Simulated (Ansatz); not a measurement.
# H on Ti(0001): change of the work function, part 2 of 4

Aim: the work function of Ti(0001) at several coverages of H (fcc site), and the dipole that each adsorbate carries.

Ansatz 0.2.0; plane-wave DFT, PBE, Ansatz PAW (set soft_1); PAW set soft_1.

So far, work function, upper face (eV): step 2 (the clean slab) 4.37.

## 3. The covered slab, k-mesh 4×4×1, coverage 0.111 ML

System of this step: H/Ti(0001). The cell holds 37 atoms: 36 Ti and 1 H. Its edges and angles: a = 8.850 Å, b = 8.850 Å, c = 25.905 Å, α = 90.0°, β = 90.0°, γ = 60.0°. Vacuum lies along c.

The clean slab as it ended is repeated in the plane and the adsorbate is set on one face; the cell's size fixes the coverage, and the k-mesh shrinks with it to keep the sampling density about even. Adsorbate and upper layers relax, since the dipole depends on the height.

Input file input.yaml:

```yaml
crystal:
  lattice:
    - [8.8500000001, 0.0, 0.0]
    - [4.425, 7.6643248235, 0.0]
    - [0.0, 0.0, 25.9053905263]
  atoms:
    - { symbol: Ti, position: [0.2222222222, 0.2222222222, 0.3474180399] }
    - { symbol: Ti, position: [0.0, 0.0, 0.4378355148] }
    - { symbol: Ti, position: [0.2222222222, 0.2222222222, 0.5308695644] }
    - { symbol: Ti, position: [0.0, 0.0, 0.6145744501] }
    - { symbol: Ti, position: [0.2222222222, 0.5555555556, 0.3474180399] }
    - { symbol: Ti, position: [0.0, 0.3333333333, 0.4378355148] }
    - { symbol: Ti, position: [0.2222222222, 0.5555555556, 0.5308695644] }
    - { symbol: Ti, position: [0.0, 0.3333333333, 0.6145744501] }
    - { symbol: Ti, position: [0.2222222222, 0.8888888889, 0.3474180399] }
    - { symbol: Ti, position: [0.0, 0.6666666667, 0.4378355148] }
    - { symbol: Ti, position: [0.2222222222, 0.8888888889, 0.5308695644] }
    - { symbol: Ti, position: [0.0, 0.6666666667, 0.6145744501] }
    - { symbol: Ti, position: [0.5555555556, 0.2222222222, 0.3474180399] }
    - { symbol: Ti, position: [0.3333333333, 0.0, 0.4378355148] }
    - { symbol: Ti, position: [0.5555555556, 0.2222222222, 0.5308695644] }
    - { symbol: Ti, position: [0.3333333333, 0.0, 0.6145744501] }
    - { symbol: Ti, position: [0.5555555556, 0.5555555556, 0.3474180399] }
    - { symbol: Ti, position: [0.3333333333, 0.3333333333, 0.4378355148] }
    - { symbol: Ti, position: [0.5555555556, 0.5555555556, 0.5308695644] }
    - { symbol: Ti, position: [0.3333333333, 0.3333333333, 0.6145744501] }
    - { symbol: Ti, position: [0.5555555556, 0.8888888889, 0.3474180399] }
    - { symbol: Ti, position: [0.3333333333, 0.6666666667, 0.4378355148] }
    - { symbol: Ti, position: [0.5555555556, 0.8888888889, 0.5308695644] }
    - { symbol: Ti, position: [0.3333333333, 0.6666666667, 0.6145744501] }
    - { symbol: Ti, position: [0.8888888889, 0.2222222222, 0.3474180399] }
    - { symbol: Ti, position: [0.6666666667, 0.0, 0.4378355148] }
    - { symbol: Ti, position: [0.8888888889, 0.2222222222, 0.5308695644] }
    - { symbol: Ti, position: [0.6666666667, 0.0, 0.6145744501] }
    - { symbol: Ti, position: [0.8888888889, 0.5555555556, 0.3474180399] }
    - { symbol: Ti, position: [0.6666666667, 0.3333333333, 0.4378355148] }
    - { symbol: Ti, position: [0.8888888889, 0.5555555556, 0.5308695644] }
    - { symbol: Ti, position: [0.6666666667, 0.3333333333, 0.6145744501] }
    - { symbol: Ti, position: [0.8888888889, 0.8888888889, 0.3474180399] }
    - { symbol: Ti, position: [0.6666666667, 0.6666666667, 0.4378355148] }
    - { symbol: Ti, position: [0.8888888889, 0.8888888889, 0.5308695644] }
    - { symbol: Ti, position: [0.6666666667, 0.6666666667, 0.6145744501] }
    - { symbol: H, position: [0.1111111111, 0.1111111111, 0.6525819601] }
kpoints:
  mp_grid: { grid: [4, 4, 1] }
hamiltonian:
  xc: pbe
  pseudopotentials: { kind: paw, azcp: { folder: soft_1 } }
scf:
  occupations: { method: fermi_dirac, width: 0.1 }
  convergence: { dr2_threshold: 1.0e-08 }
efield:
  axis: 3
  dipole_correction: true
  ramp_position: 0.97
  ramp_width: 0.06
relax:
  f_tol: 0.02
  max_steps: 60
  constraints:
    - { sites: [0, 1, 4, 5, 8, 9, 12, 13, 16, 17, 20, 21, 24, 25, 28, 29, 32, 33] }
output:
  write_potential: true
  write_density: true
  volumetric_format: npy
```

The run is started by

```
> ansatz run input.yaml --threads 4 --pin off --max-ram 16384MiB --backend cpu --events-out ev --progress --plain --runs-dir out
```

Log:

```text
[...]
Crystal: 37 atoms, lattice volume = 1757.144 Å³
Basis set: ecut = 420 eV, 34341 PW (Γ), exchange–correlation on 120×120×360 points (8 copies of the dense FFT grid, shifted against one another)
Bands: 260, of which v1, the nominal top of the filled ones, is band 217 counted from 1 (216 counted from 0)
Symmetry: 6 space group operations
[...]
k-points: 4 of 16 (time reversal used)
[...]
SCF iter   1: F=—  HF=-90019.371190 eV  |F-HF|=—  |Δ(HF+E_count)|=         —  Δρ=5.53e-2  dr2=6.16e2  ethr=3.10e-3  p=-0.000 e·Å  D=-2.78e-7 V/Å  ΔV_dip=0.00 eV  dr2_dipole=1.45e1  V_vac-E_F(+/−)=7.88/7.88 eV  ⟨swp⟩=10.8  Hψ=4818  notcnv=0
[...]
SCF iter  13: F=-89988.855512 eV  HF=-89988.855512 eV  |F-HF|=3.10e-8  |Δ(HF+E_count)|=   7.32e-7  Δρ=5.51e-7  dr2=5.77e-9  ethr=2.31e-12  p=0.026 e·Å  D=2.65e-3 V/Å  ΔV_dip=-0.07 eV  dr2_dipole=4.23e-11  V_vac-E_F(+/−)=4.35/4.42 eV  ⟨swp⟩=35.2  Hψ=13785  notcnv=0
SCF 1 converged in 13 iterations: F = -89988.855512 eV  dr2 = 5.77e-9
[...]
relax step   1: F+E_penalty+E_count = -89988.85551243 eV  Δ(F+E_penalty+E_count) = +0.000e0 eV  max|allowed force component| = 1.697e-1 eV/Å  Δτ_max = 0.0000 Å  (13 SCF iters, accepted)
[...]
SCF iter  10: F=-89988.866041 eV  HF=-89988.866041 eV  |F-HF|=9.81e-9  |Δ(HF+E_count)|=   2.89e-8  Δρ=2.72e-7  dr2=3.50e-9  ethr=2.31e-12  p=0.021 e·Å  D=2.13e-3 V/Å  ΔV_dip=-0.06 eV  dr2_dipole=2.98e-10  V_vac-E_F(+/−)=4.37/4.42 eV  ⟨swp⟩=20.8  Hψ=9919  notcnv=0
SCF 2 converged in 10 iterations: F = -89988.866041 eV  dr2 = 3.50e-9
[...]
relax step   2: F+E_penalty+E_count = -89988.86604060 eV  Δ(F+E_penalty+E_count) = -1.053e-2 eV  max|allowed force component| = 1.630e-1 eV/Å  Δτ_max = 0.1492 Å  (10 SCF iters, accepted)
SCF iter   1: F=—  HF=-89988.886227 eV  |F-HF|=—  |Δ(HF+E_count)|=         —  Δρ=1.51e-3  dr2=3.25e-1  ethr=5.79e-4  p=0.021 e·Å  D=2.13e-3 V/Å  ΔV_dip=-0.06 eV  dr2_dipole=6.48e-2  V_vac-E_F(+/−)=4.37/4.42 eV  ⟨swp⟩=2.2  Hψ=1673  notcnv=0
[...]
SCF iter   9: F=-89988.877500 eV  HF=-89988.877499 eV  |F-HF|=1.33e-8  |Δ(HF+E_count)|=   3.92e-8  Δρ=3.27e-7  dr2=3.98e-9  ethr=2.31e-12  p=0.022 e·Å  D=2.29e-3 V/Å  ΔV_dip=-0.06 eV  dr2_dipole=6.81e-11  V_vac-E_F(+/−)=4.36/4.42 eV  ⟨swp⟩=11.8  Hψ=7354  notcnv=0
SCF 3 converged in 9 iterations: F = -89988.877500 eV  dr2 = 3.98e-9
relax step   3: F+E_penalty+E_count = -89988.87749950 eV  Δ(F+E_penalty+E_count) = -1.146e-2 eV  max|allowed force component| = 9.860e-3 eV/Å  Δτ_max = 0.0504 Å  (9 SCF iters, accepted)
NSCF: frozen V_eff on 4 k-points
[...]
SCF converged after 9 iterations
Free energy (F): -89988.877500 eV
[...]
Internal energy: -89986.621158 eV  (E = F + TS)
E sigma→0 (E₀):  -89987.749329 eV
Entropy (-TS):   -2.256341 eV (-60.982 meV/atom)
Fermi energy:    2.041629 eV
Dipole field:    D = 0.002289 V/Å  (p = 0.022230 e·Å, saw-weighted, corrected)
Work function:   Φ+ = 4.3630 eV   Φ− = 4.4223 eV
[...]
--- Forces (eV/Å), atoms counted from 1 ---
  atom   1  Ti     0.00547946     0.00316357     0.60548867
  atom   2  Ti    -0.00245503    -0.00141741    -0.57733071
  atom   3  Ti    -0.00588267    -0.00339636     0.00160658
  atom   4  Ti    -0.00853914    -0.00493007     0.00724674
  atom   5  Ti    -0.00427355     0.00246733     0.60490084
  atom   6  Ti    -0.00000000     0.00283482    -0.57733071
  atom   7  Ti     0.00611071    -0.00352802    -0.00520087
  atom   8  Ti    -0.00000000     0.00986014     0.00724674
  atom   9  Ti     0.00000000    -0.00632713     0.60548867
  atom  10  Ti     0.00794250    -0.00458561    -0.62495221
  atom  11  Ti    -0.00000000     0.00679272     0.00160658
  atom  12  Ti     0.00370222    -0.00213748    -0.00384068
  atom  13  Ti     0.00000000    -0.00493467     0.60490084
  atom  14  Ti     0.00245503    -0.00141741    -0.57733071
  atom  15  Ti    -0.00000000     0.00705604    -0.00520087
  atom  16  Ti     0.00853914    -0.00493007     0.00724674
  atom  17  Ti     0.00427355     0.00246733     0.60490084
  atom  18  Ti    -0.00759743    -0.00438638    -0.60766176
  atom  19  Ti    -0.00611071    -0.00352802    -0.00520087
  atom  20  Ti    -0.00118973    -0.00068689     0.00228220
  atom  21  Ti    -0.00232276     0.00134105     0.59767759
  atom  22  Ti    -0.00000000     0.00877276    -0.60766176
  atom  23  Ti     0.00471641    -0.00272302    -0.00025112
  atom  24  Ti    -0.00000000     0.00137378     0.00228220
  atom  25  Ti    -0.00547946     0.00316357     0.60548867
  atom  26  Ti    -0.00000000     0.00917121    -0.62495221
  atom  27  Ti     0.00588267    -0.00339636     0.00160658
  atom  28  Ti    -0.00000000     0.00427496    -0.00384068
  atom  29  Ti     0.00000000    -0.00268210     0.59767759
  atom  30  Ti     0.00759743    -0.00438638    -0.60766176
  atom  31  Ti    -0.00000000     0.00544604    -0.00025112
  atom  32  Ti     0.00118973    -0.00068689     0.00228220
  atom  33  Ti     0.00232276     0.00134105     0.59767759
  atom  34  Ti    -0.00794250    -0.00458561    -0.62495221
  atom  35  Ti    -0.00471641    -0.00272302    -0.00025112
  atom  36  Ti    -0.00370222    -0.00213748    -0.00384068
  atom  37  H      0.00000000     0.00000000     0.00017517
  max |Σ_I F_I| component: 7.10e-5 eV/Å
--- Band table (eV) ---
  k-point 0: bands = [... 213 lower, 2.0307, 2.0318, 2.0318, 2.0725, 2.1178, 2.1279, 2.1279, 2.1323, ... 39 higher]
  k-point 1: bands = [... 213 lower, 1.9856, 1.9879, 2.0137, 2.0453, 2.0620, 2.1024, 2.1354, 2.1361, ... 39 higher]
  k-point 2: bands = [... 213 lower, 1.9518, 1.9542, 2.0482, 2.0613, 2.0626, 2.0706, 2.1194, 2.1745, ... 39 higher]
  k-point 3: bands = [... 213 lower, 1.9574, 1.9969, 2.0297, 2.0523, 2.0562, 2.1046, 2.1196, 2.1215, ... 39 higher]
--- Relaxed structure (3 steps of the walk, 3 accepted, 0 SCFs on fresh bases) ---
  F+E_penalty+E_count = -89988.87749950 eV   max|allowed force component| = 9.860e-3 eV/Å
  atoms:
    - { symbol: Ti, position: [0.222222, 0.222222, 0.347418] }
    - { symbol: Ti, position: [1.111110e-11, 1.111110e-11, 0.437836] }
    - { symbol: Ti, position: [0.222153, 0.222153, 0.531032] }
    - { symbol: Ti, position: [0.00163106, 0.00163106, 0.615375] }
    - { symbol: Ti, position: [0.222222, 0.555556, 0.347418] }
    - { symbol: Ti, position: [1.111111e-11, 0.333333, 0.437836] }
    - { symbol: Ti, position: [0.221719, 0.555807, 0.530352] }
    - { symbol: Ti, position: [0.00163106, 0.330071, 0.615375] }
    - { symbol: Ti, position: [0.222222, 0.888889, 0.347418] }
    - { symbol: Ti, position: [-2.222228e-11, 0.666667, 0.437836] }
    - { symbol: Ti, position: [0.222153, 0.889028, 0.531032] }
    - { symbol: Ti, position: [-0.000566482, 0.666950, 0.614080] }
    - { symbol: Ti, position: [0.555556, 0.222222, 0.347418] }
    - { symbol: Ti, position: [0.333333, 1.111110e-11, 0.437836] }
    - { symbol: Ti, position: [0.555807, 0.221719, 0.530352] }
    - { symbol: Ti, position: [0.330071, 0.00163106, 0.615375] }
    - { symbol: Ti, position: [0.555556, 0.555556, 0.347418] }
    - { symbol: Ti, position: [0.333333, 0.333333, 0.437836] }
    - { symbol: Ti, position: [0.555807, 0.555807, 0.530352] }
    - { symbol: Ti, position: [0.334310, 0.334310, 0.613990] }
    - { symbol: Ti, position: [0.555556, 0.888889, 0.347418] }
    - { symbol: Ti, position: [0.333333, 0.666667, 0.437836] }
    - { symbol: Ti, position: [0.555095, 0.889119, 0.530340] }
    - { symbol: Ti, position: [0.334310, 0.664714, 0.613990] }
    - { symbol: Ti, position: [0.888889, 0.222222, 0.347418] }
    - { symbol: Ti, position: [0.666667, -2.222223e-11, 0.437836] }
    - { symbol: Ti, position: [0.889028, 0.222153, 0.531032] }
    - { symbol: Ti, position: [0.666950, -0.000566482, 0.614080] }
    - { symbol: Ti, position: [0.888889, 0.555556, 0.347418] }
    - { symbol: Ti, position: [0.666667, 0.333333, 0.437836] }
    - { symbol: Ti, position: [0.889119, 0.555095, 0.530340] }
    - { symbol: Ti, position: [0.664714, 0.334310, 0.613990] }
    - { symbol: Ti, position: [0.888889, 0.888889, 0.347418] }
    - { symbol: Ti, position: [0.666667, 0.666667, 0.437836] }
    - { symbol: Ti, position: [0.889119, 0.889119, 0.530340] }
    - { symbol: Ti, position: [0.666950, 0.666950, 0.614080] }
    - { symbol: H, position: [0.111111, 0.111111, 0.656395] }
```

The job ended after 5.7 min (4 threads of Arm Neoverse V2, shared host; peak memory 7.5 GiB).

Relaxation path:

| step | energy less that of the first step (eV) | largest force component (eV/Å) |
| --- | --- | --- |
| 1 | 0.0000 | 0.1697 |
| 2 | -0.0105 | 0.1630 |
| 3 | -0.0220 | 0.0099 |

Forces are held to the 6 operations that the program found; a distortion that breaks them can't arise in this run.

The atoms that moved most (Å):

```
atom      dx      dy      dz  length
 H37   0.000   0.000   0.099   0.099
Ti16  -0.022   0.013   0.021   0.032
 Ti8   0.000  -0.025   0.021   0.032
 Ti4   0.022   0.013   0.021   0.032
Ti24   0.000  -0.015  -0.015   0.021
Ti32  -0.013   0.007  -0.015   0.021
Ti20   0.013   0.007  -0.015   0.021
Ti23  -0.003   0.002  -0.014   0.014
```

Final coordinates:

```
Ti H
1.0
     8.85000    0.00000    0.00000
     4.42500    7.66432    0.00000
     0.00000    0.00000   25.90539
Ti H
36 1
Direct
  0.22222 0.22222 0.34742
  0.00000 0.00000 0.43784
  0.22215 0.22215 0.53103
  0.00163 0.00163 0.61537
  0.22222 0.55556 0.34742
  0.00000 0.33333 0.43784
  0.22172 0.55581 0.53035
  0.00163 0.33007 0.61537
  0.22222 0.88889 0.34742
  0.00000 0.66667 0.43784
  0.22215 0.88903 0.53103
  0.99943 0.66695 0.61408
  0.55556 0.22222 0.34742
  0.33333 0.00000 0.43784
  0.55581 0.22172 0.53035
  0.33007 0.00163 0.61537
  0.55556 0.55556 0.34742
  0.33333 0.33333 0.43784
  0.55581 0.55581 0.53035
  0.33431 0.33431 0.61399
  0.55556 0.88889 0.34742
  0.33333 0.66667 0.43784
  0.55509 0.88912 0.53034
  0.33431 0.66471 0.61399
  0.88889 0.22222 0.34742
  0.66667 0.00000 0.43784
  0.88903 0.22215 0.53103
  0.66695 0.99943 0.61408
  0.88889 0.55556 0.34742
  0.66667 0.33333 0.43784
  0.88912 0.55509 0.53034
  0.66471 0.33431 0.61399
  0.88889 0.88889 0.34742
  0.66667 0.66667 0.43784
  0.88912 0.88912 0.53034
  0.66695 0.66695 0.61408
  0.11111 0.11111 0.65639
```

Read from the output:

- energy at zero smearing: -89987.7493 eV
- work function, upper face: 4.363 eV
- work function, lower face: 4.422 eV
- dipole along the normal: 0.02223 e·Å
- step between the vacuum levels: -0.05930 eV

Running mean over 2.342 Å of the planar mean; the ramp of the sawtooth is left out. Electron's electrostatic potential energy less the Fermi level against z:

```csv
z (Å),electron's electrostatic potential energy less the Fermi level (eV)
3.5,4.42
4.0,4.42
4.5,4.42
5.0,4.40
5.5,4.36
6.0,4.24
6.5,3.89
7.0,2.88
7.5,0.228
8.0,-3.56
8.5,-6.52
9.0,-7.41
9.5,-7.38
10.0,-7.27
10.5,-7.24
11.0,-7.26
11.5,-7.24
12.0,-7.06
12.5,-6.94
13.0,-7.01
13.5,-7.26
14.0,-7.63
14.5,-8.26
15.0,-8.40
15.5,-8.00
16.0,-7.52
16.5,-6.24
17.0,-3.04
17.5,0.658
18.0,3.03
18.5,3.91
19.0,4.22
19.5,4.32
20.0,4.35
20.5,4.36
21.0,4.36
21.5,4.36
22.0,4.36
22.5,4.36
```

The relaxation took 3 steps and lowered the energy by 0.022 eV; the largest force on the free atoms ends at 0.0099 eV/Å.

The covered face has 4.36 eV, -0.01 eV against the clean one; the bare back face has moved by -0.00 eV, a measure of how thin the slab is.

(Continued in part 3 of 4.)

[Long decimals in the printed logs are rounded to 6 places.]

[Logs are printed without paths, hosts, clocks, repeated set-up lines and the standing remarks that a program may print on its own settings, such as how far it seeks lower states.]

[Hosts, paths, dates, database ids (printed as entryN), source tags and the programs' standing remarks are cut or masked in the printed files.]

[Maps of the electrostatic potential energy from Ansatz leave out the sawtooth potential of an applied field or a dipole correction, so their vacuum need not be flat; planar profiles and work functions include it.]
